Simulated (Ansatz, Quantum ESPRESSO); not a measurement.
# Be3Sn (Pm-3m): zone-centre phonons, part 3 of 3

Aim: the zone-centre modes of Be3Sn (Pm-3m).

Quantum ESPRESSO 7.5; DFT PBE, scalar-relativistic, plane waves, PseudoDojo norm-conserving pseudopotentials.

So far. Step 5 (Zone-centre response): The acoustic modes at Γ come out as far as 9.4 cm⁻¹ from zero, where they should vanish, a small numerical error. The lowest optical mode is imaginary, 194i cm⁻¹, an instability at this level and on this k mesh. Step 6 (Zone-centre analysis): The rule also moves an optical mode by 1.5 cm⁻¹.

The structure was built from a prototype and need not be the compound's stable phase.

### Step 9. The same in Ansatz

The same cell goes through another code at the same cutoff. The files are of one family, but Ansatz's library holds files of its own making for some heavy elements, so those for Sn may differ. Its k mesh is centred on Γ.

This step: DFT PBE, scalar-relativistic, plane waves, norm-conserving pseudopotentials of its library (PseudoDojo's, some remade) (Ansatz 0.2.0).

File input.yaml:

```yaml
crystal:
  lattice:
    - [3.736334966, 0.0, 0.0]
    - [0.0, 3.736334966, 0.0]
    - [0.0, 0.0, 3.736334966]
  atoms:
    - { symbol: Sn, position: [0.0, 0.0, 0.0] }
    - { symbol: Be, position: [0.0, 0.5, 0.5] }
    - { symbol: Be, position: [0.5, 0.0, 0.5] }
    - { symbol: Be, position: [0.5, 0.5, 0.0] }
kpoints:
  mp_grid: { grid: [8, 8, 8] }
hamiltonian:
  xc: pbe
  pseudopotentials: { kind: nc, accuracy: standard }
scf:
  occupations: { method: cold, width: 0.27211 }
output:
  eigenvalues: true
basis:
  ecutwfc: 1197.301
phonons:
  method: dfpt
```

Launch:

```console
$ ansatz run input.yaml --threads 4 --pin off --max-ram 8192MiB --backend cpu --events-out ev --progress --plain --runs-dir out
```

Numbers of over 12 decimals in the logs are rounded to 6 here.

Output:

```text
zone centre: on kpoints.mp_grid the ground state, and the responses unless they are solved on pairs of k-points, stand on 125 of the mesh's 512 k-points, reduced under 8 symmetry operations, with k and −k counted as one. Each operation leaves every solved displacement unchanged or reverses it
Engine: ansatz 0.2.0, aarch64-unknown-linux-gnu
Pseudopotentials: kind: nc
Pseudopotential: Sn, nc, valence charge 14, recommended cutoff 979.609905 eV (normal), Sn.nc.azcp (PseudoDojo's, or run here from an input of PseudoDojo's; its table is named by hamiltonian.pseudopotentials.accuracy)
Pseudopotential: Be, nc, valence charge 4, recommended cutoff 1197.300995 eV (normal), Be.nc.azcp (PseudoDojo's, or run here from an input of PseudoDojo's; its table is named by hamiltonian.pseudopotentials.accuracy)
Functional definition: PBE
  parameter kappa = 0.804
  parameter beta = 0.066725
  exchange = pbe_x(kappa = kappa, mu = beta*pi^2/3)
  correlation = pbe_c(beta = beta)
Crystal: 4 atoms, lattice volume = 52.160 Å³
Basis set: ecut = 1197.301 eV, 4945 PW (Γ), exchange–correlation on 90×90×90 points (8 copies of the dense FFT grid, shifted against one another)
Bands: 17, of which v1, the nominal top of the filled ones, is band 13 counted from 1 (12 counted from 0)
Symmetry: 48 space group operations
k-points: 125 of 512 (irreducible under 8 space group operations)
Non-local potential: Sn, projectors of the file, l = 0: 2, l = 1: 2, l = 2: 2, l = 3: 2
Non-local potential: Be, projectors of the file, l = 0: 2, l = 1: 2
Initial density: superposition of atomic densities (chi_scale 0.1, normalization cell, long waves kept (reshape's long-wave potential 0.00 eV rms))
Initial wavefunctions: pseudopotential atomic-orbital guess
Functional: x = pbe(κ = 0.804, μ = 0.219515), c = pbe(β = 0.066725)
SCF iter   1: F=—  HF=-3282.420752 eV  |F-HF|=—  |Δ(HF+E_count)|=         —  Δρ=3.38e-2  dr2=9.41e-1  ethr=3.10e-3  ⟨swp⟩=6.0  Hψ=11446  notcnv=0
preconditioner: auto → Kerker (q_TF=auto, 2.429 Å⁻¹)  [metal: Δε(μ)=0.077 eV  Ē_g=15.239 eV  σ=0.272 eV  W_gap=0.19  n_scr=18 (ndim 8)  ℏωp=23.0 eV  f_vac=0.000  D(μ)=1.77/eV (n_scr^D=18)]
SCF iter   2: F=—  HF=-3282.179413 eV  |F-HF|=—  |Δ(HF+E_count)|=   2.41e-1  S|Δr|=    0.00e0  Δρ=1.93e-2  dr2=3.18e-1  ethr=3.10e-3  ⟨swp⟩=1.1  Hψ=3140  notcnv=0  defer=3
SCF iter   3: F=—  HF=-3282.070869 eV  |F-HF|=—  |Δ(HF+E_count)|=   1.09e-1  S|Δr|=    0.00e0  Δρ=3.12e-3  dr2=1.75e-3  ethr=1.22e-3  ⟨swp⟩=2.3  Hψ=3638  notcnv=0  defer=3
SCF iter   4: F=—  HF=-3282.070547 eV  |F-HF|=—  |Δ(HF+E_count)|=   3.22e-4  S|Δr|=    0.00e0  Δρ=7.91e-4  dr2=1.46e-4  ethr=6.71e-6  ⟨swp⟩=2.2  Hψ=3487  notcnv=0  defer=6
SCF iter   5: F=—  HF=-3282.070486 eV  |F-HF|=—  |Δ(HF+E_count)|=   6.11e-5  S|Δr|=    0.00e0  Δρ=9.39e-5  dr2=4.19e-6  ethr=5.63e-7  ⟨swp⟩=2.0  Hψ=2977  notcnv=0  defer=6
SCF iter   6: F=—  HF=-3282.070490 eV  |F-HF|=—  |Δ(HF+E_count)|=   4.55e-6  S|Δr|=    0.00e0  Δρ=1.36e-5  dr2=1.29e-7  ethr=1.61e-8  ⟨swp⟩=2.0  Hψ=2461  notcnv=0  defer=6
SCF iter   7: F=—  HF=-3282.070460 eV  |F-HF|=—  |Δ(HF+E_count)|=   3.07e-5  S|Δr|=    0.00e0  Δρ=2.08e-6  dr2=3.56e-9  ethr=4.94e-10  ⟨swp⟩=2.0  Hψ=2580  notcnv=0  defer=10
SCF iter   8: F=—  HF=-3282.070460 eV  |F-HF|=—  |Δ(HF+E_count)|=   1.25e-9  S|Δr|=    0.00e0  Δρ=2.89e-7  dr2=2.16e-11  ethr=1.37e-11  ⟨swp⟩=2.1  Hψ=2810  notcnv=0  defer=10
SCF iter   9: F=-3282.070460 eV  HF=-3282.070460 eV  |F-HF|=4.55e-13  |Δ(HF+E_count)|=  2.73e-12  S|Δr|=    0.00e0  Δρ=4.62e-8  dr2=6.72e-13  ethr=1.00e-12  ⟨swp⟩=5.9  Hψ=9656  notcnv=0
SCF 1 converged in 9 iterations: F = -3282.070460 eV  dr2 = 6.72e-13
DFPT response loops at Γ: preconditioner auto → Kerker (q_TF=auto, 2.429 Å⁻¹) (partly filled bands, converged f_vac=0.000); β = 1.00, the filter's whole step (`scf.mixing.beta` (0.50) is not read by the response loops under this deck's `scf.mixing.preconditioner`; to damp them name `kerker` or `kerker_dos`, under which they read `scf.mixing.beta`, and type it under 1.00, their step now; both keys bind the ground state too); Broyden in place of MSR1
SCF converged after 9 iterations
Stability not checked: this state was not tested for a lower state beside it, because cold or Methfessel-Paxton smearing, or corrected tetrahedra, fill the levels in a way that the test cannot read (fill_not_monotonic; see scf.lower_state_search)
Free energy (F): -3282.070460 eV
Harris-Foulkes:  -3282.070460 eV  (|F-HF|=4.55e-13)
Internal energy: -3282.061524 eV  (E = F + TS)
E sigma→0 (E₀):  -3282.067481 eV
Entropy (-TS):   -0.008936 eV (-2.234 meV/atom)
Fermi energy:    10.271497 eV
--- Per-component energies (eV) ---
  E_band       = -606.028594
  E_kinetic    = 1982.569480
  E_local      = -1512.554242  (includes V_loc(G=0)·N_el)
  E_nonlocal   = -1790.347654
  E_hartree    = 655.883360
  E_xc         = -798.644972
  E_vxc        = -597.462920  (∫ρ·V_xc dr)
  E_ewald      = -1818.967496
  E_smearing   = -0.008936  (= −TS)
  E_closure    = 0.000000  (closes the sum)
  Σ components = -3282.070460   (vs F -3282.070460, Δ=0.00e0)
--- Band table (eV; the first three rows and the last of 125) ---
  k-point 0: bands = [... 9 lower, 7.2673, 7.2673, 7.2673, 10.2782, 11.5208, 11.5208, 15.4315, 15.4315]
  k-point 1: bands = [... 9 lower, 6.1712, 7.4498, 7.4498, 10.7136, 11.5641, 12.5460, 14.9161, 14.9161]
  k-point 2: bands = [... 9 lower, 4.4405, 7.9893, 7.9893, 11.1569, 11.6813, 13.3675, 13.3675, 14.6361]
  k-point 124: bands = [... 9 lower, 5.0650, 5.0650, 5.0650, 6.5227, 8.6826, 8.6826, 8.6826, 20.0464]
--- Phonons (Γ-DFPT): 3 representative perturbations + reference, on 125 of 512 k-points (Σ response iterations 11) ---
  k mesh reduced under 8 symmetry operations, with k and −k counted as one. Each operation leaves every solved displacement unchanged or reverses it
  ASR residual: 4.085e-5 → 0.000e0 eV/Å²; symmetrization residual: 2.769e-6 eV/Å²
  ASR residual per site (eV/Å²): 1.31e-6 4.09e-5 4.09e-5 4.09e-5
  Γ frequencies (cm⁻¹): -194.38 -194.38 -194.38 0.00 0.00 0.00 288.20 288.20 288.20 318.85 318.85 318.85
  non-analytic LO–TO correction: not included (Born effective charges unavailable; polar crystals: no LO–TO splitting at Γ)
```

Run time: 44 s. Hardware: 4 threads of Arm Neoverse V1, shared host; peak memory 1.8 GiB; 2.9 min of CPU time.

Read from the output:

- sum-rule residual before enforcement: 4.09e-5 eV/Å²
- lowest optical zone-centre mode: -194.4 cm⁻¹

### Step 10. The two compared: QE PseudoDojo and Ansatz, library NC

Numbers from this step:

- root-mean-square difference: 0.37 cm⁻¹
- largest difference: 0.51 cm⁻¹

Frequencies side by side, by row:

```
q (reciprocal lattice)  mode  QE PseudoDojo (cm⁻¹)  Ansatz, library NC (cm⁻¹)
                 0 0 0     1                -194.1                     -194.4
                 0 0 0     2                -194.1                     -194.4
                 0 0 0     3                -194.1                     -194.4
                 0 0 0     4                     0                          0
                 0 0 0     5                     0                          0
                 0 0 0     6                     0                          0
                 0 0 0     7                 288.7                      288.2
                 0 0 0     8                 288.7                      288.2
                 0 0 0     9                 288.7                      288.2
                 0 0 0    10                 319.1                      318.9
                 0 0 0    11                 319.1                      318.9
                 0 0 0    12                 319.1                      318.9
```

At the zone centre the largest difference (acoustic modes at Γ apart) is 0.2 % of the highest mode.

### Step 11. Results

| Item | Value |
| --- | --- |
| space group after relaxation | Pm-3m |
| volume per atom | 13.0 Å³ |
| highest optical zone-centre mode (no LO-TO term) | 319.1 cm⁻¹ |
| lowest optical zone-centre mode | -194.1 cm⁻¹ |
| imaginary optical modes at the zone centre (no q mesh in this session) | yes |
| largest difference from Ansatz, library NC | 0.51 cm⁻¹ |

What this shows: At the PBE level the optical modes of Be3Sn (Pm-3m) at the zone centre run from 194i to 319 cm⁻¹, so the structure is a saddle point, with 3 modes beyond 10i cm⁻¹ there. Of the 9 optical modes, 6 are infrared active alone and 3 are silent. QE PseudoDojo and Ansatz, library NC agree to 0.51 cm⁻¹ (0.2 % of the highest mode compared) on all solved modes but the acoustic ones at Γ, without the LO-TO term. These are harmonic frequencies at zero temperature: anharmonic shifts and linewidths and thermal expansion are left out. In a metal the frequencies hang on the k mesh and the smearing, most of all near Kohn anomalies. The structure is a hypothetical one, built on a prototype.

[Host names and launcher messages were left out of these logs when they were recorded.]

[Logs are printed without paths, hosts, clocks, repeated set-up lines and the standing remarks that a program may print on its own settings, such as how far it seeks lower states.]

[Hosts, paths, dates, database ids (printed as entryN), source tags and the programs' standing remarks are cut or masked in the printed files.]
